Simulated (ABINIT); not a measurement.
# GePbSe3 (Pm-3m): zone-centre phonons, part 2 of 3

Which modes does GePbSe3 (Pm-3m) have at the zone centre?

ABINIT 10.8.3; DFT LDA, scalar-relativistic, plane waves, HGH norm-conserving pseudopotentials.

So far. Step 4 (Relaxing the cell and atoms): The volume changes by +0.6 % in this run and stands +1.1 % from the first cell. Step 5 (Ground state): The cell stands at -1.1 GPa: the relaxation ran with a smoothed and higher cutoff, and the difference is a stress of the finite basis. The relaxed cell has a = 4.937 Å (conventional setting).

The structure was built from a prototype and need not be the compound's stable phase.

### 6. Zone-centre response

At q = 0 one unit cell holds all displacements. The response is solved for single atoms along the cell's directions, and symmetry skips those that follow from others. The crystal is treated as a metal, which screens a static field, so no field response is asked.

The input, dfpt_gamma.abi:

```

# common to the responses
getwfk_filepath "gso_WFK"
kptopt 2
nqpt 1
qpt 0.0 0.0 0.0
asr 0
chneut 0

# displacements
rfphon 1
rfatpol 1 5
rfdir 1 1 1
tolvrs 1.0d-10
prtwf 0

# basis, mesh and filling
ecut 20.0
ixc 7
ngkpt 6 6 6
nshiftk 1
shiftk 0.0 0.0 0.0
istwfk *1
occopt 3
tsmear 0.01
nband 20
nstep 100
diemac 1000000.0
prtebands 0
prtgsr 0

# cell and atoms
acell 3*1.0 Angstrom
rprim 
    4.937062759 0.0 0.0
    0.0 4.937062759 0.0
    0.0 0.0 4.937062759
ntypat 3
znucl 82 32 34
natom 5
typat 1 2 3 3 3
xred 
    0.0 0.0 0.0
    0.5 0.5 0.5
    0.5 0.5 0.0
    0.5 0.0 0.5
    0.0 0.5 0.5
pp_dirpath "./pseudo"
pseudos "Pb.hgh, Ge.hgh, Se.hgh"
```

Started as:

```console
OMP_NUM_THREADS=1 mpirun -n 4 abinit dfpt_gamma.abi > dfpt_gamma.log
```

Numbers of over 12 decimals in the logs are rounded to 6 here.

dfpt_gamma.abo, the main output file:

```text
[banners, grids, parts of the stress and lines that vanish by symmetry left out]
- input  file    -> dfpt_gamma.abi
- output file    -> dfpt_gamma.abo
- root for input  files -> dfpt_gammai
- root for output files -> dfpt_gammao

 Symmetries : space group Pm -3 m (#221); Bravais cP (primitive cubic)
================================================================================
 Values of the parameters that define the memory need of the present run (RF).
     intxc =       0      iscf =       7    lmnmax =       6     lnmax =       6
     mgfft =      40  mpssoang =       3    mqgrid =    3001     natom =       5
  nloc_mem =       1    nspden =       1   nspinor =       1    nsppol =       1
      nsym =      48    n1xccc =       0    ntypat =       3    occopt =       3
   xclevel =       1
-    mband =          20        mffmem =           1         mkmem =          28
-   mkqmem =          28        mk1mem =          28           mpw =        3499
      nfft =       64000          nkpt =         112
- my_mband =          20
================================================================================
================================================================================

--------------------------------------------------------------------------------
------------- Echo of variables that govern the present computation ------------
--------------------------------------------------------------------------------
-
- outvars: echo of selected default values
-   iomode0 =  0 , fftalg0 =312 , wfoptalg0 =  0
-
- outvars: echo of global parameters not present in the input file
-  max_nthreads =    1
-
 -outvars: echo values of preprocessed input variables
 [... echo left out ...]
================================================================================

 chkinp: Checking input parameters for consistency.

[...]
== DATASET  1 ==================================================================
-   mpi_nproc: 4, omp_nthreads: 1 (-1 if OMP is not activated)

--- !DatasetInfo
iteration_state: {dtset: 1, }
dimensions: {natom: 5, nkpt: 112, mband: 20, nsppol: 1, nspinor: 1, nspden: 1, mpw: 3499, }
cutoff_energies: {ecut:  20.0, pawecutdg:  -1.0, }
electrons: {nelect:   2.60000000E+01, charge:   0.00000000E+00, occopt:   3.00000000E+00, tsmear:   1.00000000E-02, }
meta: {optdriver: 1, rfphon: 1, }
...

 mkfilename: getwfk from: gso_WFK

 Exchange-correlation functional for the present dataset will be:
  LDA: Perdew-Wang 92 LSD fit to Ceperley-Alder data - ixc=7
 Citation for XC functional:
  J.P.Perdew and Y.Wang, PRB 45, 13244 (1992)

 Real(R)+Recip(G) space primitive vectors, cartesian coordinates (Bohr,Bohr^-1):
 R(1)=  9.3296965  0.0000000  0.0000000  G(1)=  0.1071846  0.0000000  0.0000000
 R(2)=  0.0000000  9.3296965  0.0000000  G(2)=  0.0000000  0.1071846  0.0000000
 R(3)=  0.0000000  0.0000000  9.3296965  G(3)=  0.0000000  0.0000000  0.1071846
 Unit cell volume ucvol=  8.1208698E+02 bohr^3
 Angles (23,13,12)=  9.00000000E+01  9.00000000E+01  9.00000000E+01 degrees
 setup1 : take into account q-point for computing boxcut.

 getcut: wavevector=  0.0000  0.0000  0.0000  ngfft=  40  40  40
         ecut(hartree)=     20.000   => boxcut(ratio)=   2.12967

--- Pseudopotential description ------------------------------------------------
- pspini: atom type   1  psp file is ./pseudo/Pb.hgh

- pspini: atom type   2  psp file is ./pseudo/Ge.hgh

- pspini: atom type   3  psp file is ./pseudo/Se.hgh

   1.27715935E+03                                ecore*ucvol(ha*bohr**3)
--------------------------------------------------------------------------------

 ==>  initialize data related to q vector <==

 The list of irreducible perturbations for this q vector is:
    1)    idir= 1    ipert=   1
    2)    idir= 1    ipert=   2
    3)    idir= 1    ipert=   3
    4)    idir= 3    ipert=   3

[...]
The perturbation idir=   2  ipert=   1 is
 symmetric of a previously calculated perturbation.
 So, its SCF calculation is not needed.

 The perturbation idir=   3  ipert=   1 is
 symmetric of a previously calculated perturbation.
 So, its SCF calculation is not needed.

 The perturbation idir=   2  ipert=   2 is
 symmetric of a previously calculated perturbation.
 So, its SCF calculation is not needed.

 The perturbation idir=   3  ipert=   2 is
 symmetric of a previously calculated perturbation.
 So, its SCF calculation is not needed.

[...]
The perturbation idir=   2  ipert=   5 is
 symmetric of a previously calculated perturbation.
 So, its SCF calculation is not needed.

 The perturbation idir=   3  ipert=   5 is
 symmetric of a previously calculated perturbation.
 So, its SCF calculation is not needed.

--------------------------------------------------------------------------------
 Perturbation wavevector (in red.coord.)   0.000000  0.000000  0.000000
 Perturbation : displacement of atom   1   along direction   1
 Found     8 symmetries that leave the perturbation invariant.

[...]
dfpt_looppert : total number of electrons, from k and k+q
  fully or partially occupied states are    2.600000E+01 and    2.600000E+01.
 Initialisation of the first-order wave-functions :
  ireadwf=   0

--- !BeginCycle
iteration_state: {dtset: 1, }
solver: {iscf: 7, nstep: 100, nline: 4, wfoptalg: 0, }
tolerances: {tolvrs: 1.00E-10, }
...

     iter   2DEtotal(Ha)        deltaE(Ha) residm    vres2
-ETOT  1   30.661268983072     -4.630E+01 1.398E+00 9.481E+04
 ETOT  2  -1.162483     -3.182E+01 1.783E-01 1.443E+03
 ETOT  3  -1.720911     -5.584E-01 7.933E-03 2.025E+02
 ETOT  4  -1.784311     -6.340E-02 1.250E-03 1.098E+00
 ETOT  5  -1.784643     -3.321E-04 9.696E-05 2.610E-03
[...]
At SCF step   10       vres2   =  4.97E-11 < tolvrs=  1.00E-10 =>converged.
[...]
Mean square residual over all n,k,spin=   40.334E-12; max=  27.079E-09

 Thirteen components of 2nd-order total energy (hartree) are
 1,2,3: 0th-order hamiltonian combined with 1st-order wavefunctions
     kin0=   7.88035127E+01 eigvalue=   1.82691589E+00  local=  -3.81637530E+01
 4,5,6: 1st-order hamiltonian combined with 1st and 0th-order wfs
 loc psp =  -4.22715628E+01  Hartree=   1.80410210E+01     xc=  -9.29492340E+00
 note that "loc psp" includes a xc core correction that could be resolved
 7,8,9: eventually, occupation + non-local contributions
    edocc=   1.10745779E+01     enl0=   1.64574088E+01   enl1=  -1.15217957E+02
 1-9 gives the relaxation energy (to be shifted if some occ is /=2.0)
   erelax=  -7.87447596E+01
 10,11,12 Non-relaxation  contributions : frozen-wavefunctions and Ewald
 fr.local=  -1.65918435E+01 fr.nonlo=   5.40422549E+01  Ewald=   3.95097031E+01
 13,14 Frozen wf xc core corrections (1) and (2)
 frxc 1  =   0.00000000E+00  frxc 2 =   0.00000000E+00
 Resulting in :
 2DEtotal=   -0.1784645089E+01 Ha. Also 2DEtotal=   -0.485626668383E+02 eV
    (2DErelax=   -7.8744759640E+01 Ha. 2DEnonrelax=    7.6960114551E+01 Ha)
    (  non-var. 2DEtotal :   -1.7846452240E+00 Ha)

[...]
Perturbation wavevector (in red.coord.)   0.000000  0.000000  0.000000
 Perturbation : displacement of atom   2   along direction   1
 Found     8 symmetries that leave the perturbation invariant.

[...]
dfpt_looppert : total number of electrons, from k and k+q
  fully or partially occupied states are    2.600000E+01 and    2.600000E+01.
 Initialisation of the first-order wave-functions :
  ireadwf=   0

--- !BeginCycle
iteration_state: {dtset: 1, }
solver: {iscf: 7, nstep: 100, nline: 4, wfoptalg: 0, }
tolerances: {tolvrs: 1.00E-10, }
...

     iter   2DEtotal(Ha)        deltaE(Ha) residm    vres2
-ETOT  1   102.41475385896     -6.203E+01 4.951E-01 2.495E+05
[...]
At SCF step   10       vres2   =  9.81E-11 < tolvrs=  1.00E-10 =>converged.
[...]
Mean square residual over all n,k,spin=   53.228E-10; max=  38.309E-07

 Thirteen components of 2nd-order total energy (hartree) are
 1,2,3: 0th-order hamiltonian combined with 1st-order wavefunctions
     kin0=   1.55843728E+02 eigvalue=   2.88199765E+00  local=  -7.92157546E+01
 4,5,6: 1st-order hamiltonian combined with 1st and 0th-order wfs
 loc psp =  -6.20720935E+01  Hartree=   3.60733816E+01     xc=  -1.35821541E+01
 note that "loc psp" includes a xc core correction that could be resolved
 7,8,9: eventually, occupation + non-local contributions
    edocc=   1.19556589E+01     enl0=   4.85478288E+01   enl1=  -2.62937278E+02
 1-9 gives the relaxation energy (to be shifted if some occ is /=2.0)
   erelax=  -1.62504685E+02
 10,11,12 Non-relaxation  contributions : frozen-wavefunctions and Ewald
 fr.local=  -7.49307843E+00 fr.nonlo=   1.32427639E+02  Ewald=   3.95097031E+01
 13,14 Frozen wf xc core corrections (1) and (2)
 frxc 1  =   0.00000000E+00  frxc 2 =   0.00000000E+00
 Resulting in :
 2DEtotal=    0.1939578837E+01 Ha. Also 2DEtotal=    0.527786288935E+02 eV
    (2DErelax=   -1.6250468521E+02 Ha. 2DEnonrelax=    1.6444426405E+02 Ha)
    (  non-var. 2DEtotal :    1.9395783894E+00 Ha)

[...]
Perturbation wavevector (in red.coord.)   0.000000  0.000000  0.000000
 Perturbation : displacement of atom   3   along direction   1
 Found     4 symmetries that leave the perturbation invariant.

[...]
dfpt_looppert : total number of electrons, from k and k+q
  fully or partially occupied states are    2.600000E+01 and    2.600000E+01.
 Initialisation of the first-order wave-functions :
  ireadwf=   0

--- !BeginCycle
iteration_state: {dtset: 1, }
solver: {iscf: 7, nstep: 100, nline: 4, wfoptalg: 0, }
tolerances: {tolvrs: 1.00E-10, }
...

     iter   2DEtotal(Ha)        deltaE(Ha) residm    vres2
-ETOT  1   263.67867587388     -2.468E+02 2.614E+00 6.583E+05
[...]
At SCF step   11       vres2   =  7.65E-12 < tolvrs=  1.00E-10 =>converged.
[...]
Mean square residual over all n,k,spin=   42.146E-12; max=  43.511E-09

 Thirteen components of 2nd-order total energy (hartree) are
 1,2,3: 0th-order hamiltonian combined with 1st-order wavefunctions
     kin0=   5.07228532E+02 eigvalue=  -1.38734860E+00  local=  -2.94939574E+02
 4,5,6: 1st-order hamiltonian combined with 1st and 0th-order wfs
 loc psp =  -2.46097719E+02  Hartree=   1.30674921E+02     xc=  -4.65912570E+01
 note that "loc psp" includes a xc core correction that could be resolved
 7,8,9: eventually, occupation + non-local contributions
    edocc=   1.82605953E+01     enl0=   1.98316624E+02   enl1=  -7.77027270E+02
 1-9 gives the relaxation energy (to be shifted if some occ is /=2.0)
   erelax=  -5.11562494E+02
 10,11,12 Non-relaxation  contributions : frozen-wavefunctions and Ewald
 fr.local=   1.09461931E+02 fr.nonlo=   3.91367386E+02  Ewald=   9.61059633E+00
 13,14 Frozen wf xc core corrections (1) and (2)
 frxc 1  =   0.00000000E+00  frxc 2 =   0.00000000E+00
 Resulting in :
 2DEtotal=   -0.1122580163E+01 Ha. Also 2DEtotal=   -0.305469624117E+02 eV
    (2DErelax=   -5.1156249445E+02 Ha. 2DEnonrelax=    5.1043991429E+02 Ha)
    (  non-var. 2DEtotal :   -1.1225799107E+00 Ha)

[...]
Perturbation wavevector (in red.coord.)   0.000000  0.000000  0.000000
 Perturbation : displacement of atom   3   along direction   3
 Found     8 symmetries that leave the perturbation invariant.

--------------------------------------------------------------------------------

--------------------------------------------------------------------------------

 dfpt_looppert : total number of electrons, from k and k+q
  fully or partially occupied states are    2.600000E+01 and    2.600000E+01.
 Initialisation of the first-order wave-functions :
  ireadwf=   0

--- !BeginCycle
iteration_state: {dtset: 1, }
solver: {iscf: 7, nstep: 100, nline: 4, wfoptalg: 0, }
tolerances: {tolvrs: 1.00E-10, }
...

     iter   2DEtotal(Ha)        deltaE(Ha) residm    vres2
-ETOT  1   363.32660437316     -1.533E+02 1.049E+00 8.428E+05
[...]
ETOT 10   6.957493     -9.180E-11 8.089E-09 2.036E-10
 ETOT 11   6.957493     -1.876E-12 4.876E-08 3.138E-12

 At SCF step   11       vres2   =  3.14E-12 < tolvrs=  1.00E-10 =>converged.
[...]
Mean square residual over all n,k,spin=   70.743E-12; max=  48.758E-09

 Thirteen components of 2nd-order total energy (hartree) are
 1,2,3: 0th-order hamiltonian combined with 1st-order wavefunctions
     kin0=   4.84235583E+02 eigvalue=   4.34040335E+00  local=  -2.70305032E+02
 4,5,6: 1st-order hamiltonian combined with 1st and 0th-order wfs
 loc psp =  -2.56665330E+02  Hartree=   1.35643888E+02     xc=  -4.46439700E+01
 note that "loc psp" includes a xc core correction that could be resolved
 7,8,9: eventually, occupation + non-local contributions
    edocc=   2.99576151E+01     enl0=   1.70451052E+02   enl1=  -7.62693748E+02
 1-9 gives the relaxation energy (to be shifted if some occ is /=2.0)
   erelax=  -5.09679539E+02
 10,11,12 Non-relaxation  contributions : frozen-wavefunctions and Ewald
 fr.local=  -1.28113311E+00 fr.nonlo=   3.75508754E+02  Ewald=   1.42409411E+02
 13,14 Frozen wf xc core corrections (1) and (2)
 frxc 1  =   0.00000000E+00  frxc 2 =   0.00000000E+00
 Resulting in :
 2DEtotal=    0.6957493062E+01 Ha. Also 2DEtotal=    0.189323031024E+03 eV
    (2DErelax=   -5.0967953924E+02 Ha. 2DEnonrelax=    5.1663703230E+02 Ha)
    (  non-var. 2DEtotal :    6.9574931011E+00 Ha)

[...]
---- first-order wavefunction calculations are completed ----

 ==> Compute Derivative Database <==

 [... matrices left out ...]
  Phonon wavevector (reduced coordinates) :  0.00000  0.00000  0.00000
 Phonon energies in Hartree :
  -4.306373E-04 -4.306373E-04 -4.306373E-04 -3.191162E-04 -3.191162E-04
  -3.191162E-04 -1.833819E-04 -1.833819E-04 -1.833819E-04  1.355651E-05
   1.355651E-05  1.355651E-05  9.005125E-04  9.005125E-04  9.005125E-04
 Phonon frequencies in cm-1    :
- -9.451397E+01 -9.451397E+01 -9.451397E+01 -7.003790E+01 -7.003790E+01
- -7.003790E+01 -4.024767E+01 -4.024767E+01 -4.024767E+01  2.975310E+00
-  2.975310E+00  2.975310E+00  1.976396E+02  1.976396E+02  1.976396E+02

== END DATASET(S) ==============================================================
================================================================================

 -outvars: echo values of variables after computation
            acell      1.8897261259E+00  1.8897261259E+00  1.8897261259E+00 Bohr
           etotal      6.9574930624E+00
            fcart      0.0000000000E+00  0.0000000000E+00  0.0000000000E+00
           strten      0.0000000000E+00  0.0000000000E+00  0.0000000000E+00
================================================================================
```

The job ended after 2 min (4 MPI ranks of Arm Neoverse V1, shared host; 8 min of CPU time).

Read from the output:

```
largest acoustic frequency at the zone centre before the sum rule : 2.98 cm⁻¹
highest optical zone-centre mode (no LO-TO term)                  : 197.6 cm⁻¹
lowest optical zone-centre mode                                   : -94.51 cm⁻¹
```

The acoustic modes at Γ come out as far as 3.0 cm⁻¹ from zero, where they should vanish, a small numerical error. The lowest optical mode is imaginary, 95i cm⁻¹, an instability at this level and on this k mesh.

[end of part 2 of 3]

[Host names and launcher messages were left out of these logs when they were recorded.]

[Logs are printed without paths, hosts, clocks, repeated set-up lines and the standing remarks that a program may print on its own settings, such as how far it seeks lower states.]

[Hosts, paths, dates, database ids (printed as entryN), source tags and the programs' standing remarks are cut or masked in the printed files.]
